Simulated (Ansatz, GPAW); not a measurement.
# S/W(110): simulated STM images, part 3 of 3

Aim: Tersoff-Hamann images of S/W(110) at several biases.

GPAW 26.7.0 and Ansatz 0.2.0; GPAW, PAW setups; slab in vacuum (the session's first sound run).

So far, dipole along the normal (e·Å): step 2 (relaxing the atoms) 0.0231; step 3 (bands at fixed density, height 4 Å, STM [-1.5, 2.0] V) 0.0233.

### 4. A second plane-wave code (continued)

Level of this step: Ansatz plane waves; slab in vacuum with a dipole correction (Ansatz).

Band density in the ca plane at fractional y = 0.000, with atoms of W and S within 0.2 Å of it.

Ten even steps from '0' (0.00 Å⁻³) to '9' (0.44 Å⁻³), each cell a mean:
```
66982001101475663101100233310000000000000000
56641001101256642101110256410000000000000000
33210011100123321001111123210000000000000000
21100012100012110001211001100000000000000000
22110011100112210001211012100000000000000000
45421011101245531101110245310000000000000000
66862001101376652101100245410000000000000000
65993001101465563101100210210000000000000000
```
Columns run along c (16.0 Å, from fractional 0.31 to 0.95 of the cell), rows up along a (2.7 Å). Atoms in or near the plane, at fractional coordinates: W at (0.32, 0.00), W at (0.50, 0.00), S at (0.66, 0.00).

ELF in the ca plane at fractional y = 0.000, with atoms of W and S within 0.2 Å of it. It is the smooth field of the valence electrons, not physical close to the nuclei.

Values, 5 rows by 16 columns, each cell a mean:
```
0.58 0.41 0.38 0.38 0.50 0.51 0.39 0.33 0.63 0.67 0.70 0.09 0.00 0.00 0.00 0.00
0.42 0.35 0.36 0.41 0.34 0.34 0.41 0.33 0.53 0.66 0.31 0.02 0.00 0.00 0.00 0.00
0.36 0.41 0.38 0.44 0.37 0.35 0.44 0.36 0.33 0.35 0.10 0.01 0.00 0.00 0.00 0.00
0.55 0.35 0.36 0.39 0.40 0.41 0.39 0.32 0.63 0.78 0.48 0.04 0.00 0.00 0.00 0.00
0.44 0.44 0.41 0.39 0.48 0.48 0.40 0.35 0.57 0.55 0.74 0.11 0.00 0.00 0.00 0.00
```
Columns run along c (16.0 Å, from fractional 0.31 to 0.95 of the cell), rows up along a (2.7 Å). Atoms in or near the plane, at fractional coordinates: W at (0.32, 0.00), W at (0.50, 0.00), S at (0.66, 0.00).

The upper face's work function is 4.288 eV, against 4.290 eV in the first plane-wave PBE run at this geometry.

### 5. Side by side

Results and costs are gathered.

This step: comparison of work functions, dipole and cost (GPAW 26.7.0).

Ladder, by row:

```
  step    code  work function, upper (eV)  work function, lower (eV)  dipole (e Å)  wall time (s)  peak memory (GiB)  threads
    pw    GPAW                       4.29                      4.883       0.02327          310.2               0.56        1
ansatz  Ansatz                      4.287                      4.879       0.02307           15.2              0.668        4
```

### 6. A changed run

One more run, with changed settings.

This step: GPAW, PAW setups; slab in vacuum (GPAW 26.7.0).

Contents of run.py:

```python
import json
import numpy as np
from ase import Atoms
from gpaw import GPAW, PW

slab = Atoms(
    ['W', 'W', 'W', 'W', 'S'],
    positions=[
        [0.00000, 0.00000, 8.00000],
        [2.23446, -0.00000, 10.23446],
        [0.00000, 0.00000, 12.48944],
        [2.23446, -0.00000, 14.77908],
        [-0.00000, -0.00000, 16.63255]],
    cell=[[2.23446, -1.58, 0.0], [2.23446, 1.58, 0.0], [0.0, 0.0, 25.01923]],
    pbc=[True, True, False])

slab.calc = GPAW(mode=PW(400), xc='PBE', kpts={'size': (12, 12, 1), 'gamma': True},
                 occupations={'name': 'fermi-dirac', 'width': 2.0}, nbands='140%',
                 convergence={'density': 1e-05}, maxiter=75,
                 poissonsolver={'dipolelayer': 'xy'},
                 symmetry={'tolerance': 1e-3}, txt='slab.txt')
result = {}
energy = slab.get_potential_energy()
fermi = slab.calc.get_fermi_level()
v = slab.calc.get_electrostatic_potential().mean((0, 1)) - fermi
n = slab.calc.get_pseudo_density().mean((0, 1))
L = slab.cell[2, 2]
z = np.arange(len(v)) * L / len(v)
low, high = slab.positions[:, 2].min(), slab.positions[:, 2].max()
below, above = np.interp([low - 5.8, high + 5.8], z, v)
slopes = [np.interp(x, z, np.gradient(v, z)) for x in (low - 5.8, high + 5.8)]
eps = np.array([[slab.calc.get_eigenvalues(k, s) for k in range(len(slab.calc.get_ibz_k_points()))]
                for s in range(slab.calc.get_number_of_spins())]) - fermi
top, bottom = eps[eps < 0].max(), eps[eps > 0].min()
dipole = slab.get_dipole_moment()[2]
print(f'energy {energy:.4f} eV, Fermi level {fermi:.4f} eV, dipole {dipole:.5f} e A')
print(f'potential 5.8 A off the faces, from the Fermi level: lower {below:.4f} eV, upper {above:.4f} eV')
print(f'slope of the potential there: lower {slopes[0]:.5f}, upper {slopes[1]:.5f} eV/A')
print(f'nearest levels on the mesh: {top:.4f} and {bottom:.4f} eV')
print('magnetic moment', round(slab.get_magnetic_moment(), 3))
result.update(energy=energy, fermi=fermi, dipole=dipole, below=below, above=above, slopes=slopes, edges=[top, bottom],
              z=z.tolist(), v=v.tolist(), n=n.tolist(), positions=slab.positions.tolist(),
              forces=slab.get_forces(apply_constraint=False).tolist(), moments=slab.get_magnetic_moments().tolist())
json.dump(result, open('result.json', 'w'))
```

The run is started by

```console
$ OMP_NUM_THREADS=1 OPENBLAS_NUM_THREADS=1 python run.py
```

Numbers of over 12 decimals in the logs are rounded to 6 here.

The program printed:

```text
energy -50.0393 eV, Fermi level 2.8929 eV, dipole -0.01631 e A
potential 5.8 A off the faces, from the Fermi level: lower 5.8443 eV, upper 6.2495 eV
slope of the potential there: lower -0.00400, upper 0.02618 eV/A
nearest levels on the mesh: -0.0224 and 0.0233 eV
magnetic moment 0.0
```

Run time: 4.2 min. Hardware: 1 thread of Arm Neoverse V2, shared host; peak memory 0.29 GiB.

The run finished. A setting was moved off its sound value on purpose, so it serves as a test and not as the result.

The fault put into the input: a smearing of electronvolts (width = 2.0).

Side by side:

```csv
quantity,this run,sound run,difference
dipole along the normal (e·Å),-0.016310,0.023266,-0.0396
```

The two runs differ clearly in the dipole along the normal: -0.0163 e·Å against 0.0233 e·Å.

### 7. Results

| Property | Result |
| --- | --- |
| work function, upper and lower face | 4.290 and 4.883 eV |
| dipole along the normal | 0.0233 e Å |
| corrugation at -1.5 V | 0.0377 Å |
| corrugation at 2 V | 0.00721 Å |

In GPAW's constant-current maps the tip height varies by under 0.05 Å at every bias shown (0.038 Å at most), which is near the numerical ripple of the maps: an s-wave tip would see an almost flat surface. Negative sample bias images filled states, positive bias empty ones. The two faces differ by 0.59 eV, the step that the slab's dipole makes (e p/(ε0 A) gives 0.60 eV), so the dipole layer is needed. The two plane-wave codes differ by 0.0026 eV on the upper face. The images are of Tersoff-Hamann type: an s-wave tip, no tip-sample forces, heights closer than in a microscope. Ansatz gives corrugations of 0.031 Å at -1.5 V (GPAW 0.038) and 0.0012 Å at 2 V (GPAW 0.0072). GPAW's time includes a further run over the whole zone for the images, so the two times are not like for like. The cell of 7.06 Å² holds one S, started on one chosen site; other sites and coverages weren't tried. The in-plane lattice was kept as typed, which isn't the functional's own and leaves some strain; spin-orbit coupling and temperature are left out.

[Logs are printed without paths, hosts, clocks, repeated set-up lines and the standing remarks that a program may print on its own settings, such as how far it seeks lower states.]

[Hosts, paths, dates, database ids (printed as entryN), source tags and the programs' standing remarks are cut or masked in the printed files.]
